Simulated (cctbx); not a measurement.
# Symmetry from intensities

Cell: a = 8.5880 Å, b = 8.5880 Å, c = 6.5080 Å, α = 90.00°, β = 90.00°, γ = 120.00°. Expected content of the cell: W6 Y10.

The data are simulated with cctbx, not measured: Mo Kα, λ = 0.71073 Å, to d = 0.75 Å, 50 % of the full sphere, strongest reflection 20000 counts, noise from counting, a 6 % proportional error and a noise floor of 4 counts (s.d.); no absorption.

A first pass over the reflections prints:

```text
2119 reflections to d = 0.750 A
centring   violations  <I/sigma> of those
    A        863 of  1063     10.7
    B        869 of  1077     10.8
    C        904 of  1050     11.4
    I        854 of  1058     10.8
    R       1182 of  1396     11.1
    F       1318 of  1595     11.0
Laue class    unique    Rint  (classes that these axes allow; Friedel mates merged)
P -1             1599   0.037
P 1 1 2/m        1059   0.042
P -3              685   0.044
P -3 1 m          391   0.048
P -3 m 1          413   0.047
P 6/m             382   0.049
P 6/m m m         246   0.050
space group    extra absences  I>4sigma  <I/sigma>
P 6 2 2                 0          0         -  acentric
P 63 2 2                3          0       0.5  acentric
P 6 m m                 0          0         -  acentric
P 63 c m              189          0       0.1  acentric
P -6 m 2                0          0         -  acentric
P -6 c 2              189          0       0.1  acentric
P -6 2 m                0          0         -  acentric
P 6/m m m               0          0         -  centric
P 63/m c m            189          0       0.1  centric
Wilson B = 0.98 A^2   <|E^2-1|> = 0.785 (0.968 centric, 0.736 acentric)   E^2>4: 1.3 %
shell (A)         n   <I/sigma>
 7.44 - 1.50     40     24.5
 1.50 - 1.19     34     28.4
 1.19 - 1.04     32     30.4
 1.04 - 0.94     26     29.7
 0.94 - 0.88     27     31.6
 0.88 - 0.83     28     30.5
 0.83 - 0.78     28     24.4
 0.78 - 0.75     31     30.3
```

Q: Read the symmetry from these tables.

Every centring test has many violations, so the lattice is primitive.

Rint stays low (0.037 to 0.050) up to P 6/m m m, the highest class in these axes.

9 settings pass the absence test. The most absences obeyed, 189, belong to P 63 c m, P -6 c 2 and P 63/m c m, which absences can't tell apart.

⟨|E²−1|⟩ = 0.785 leans to a non-centrosymmetric structure. Here that hint misleads: the statistic assumes many like atoms on general positions, and few, heavy or special-position atoms break it. The Wilson B of 0.98 Å² means U ≈ 0.0124 Å².

The true group is P6_3/mcm (no. 193), Laue class 6/mmm, centrosymmetric. The tables only narrow the choice to the tied entries; cell content, site symmetry and trial solutions must settle it.

This is a model crystal, built by substitution and not relaxed, with assumed displacement parameters.

[Logs are printed without paths, hosts, clocks, repeated set-up lines and the standing remarks that a program may print on its own settings, such as how far it seeks lower states.]
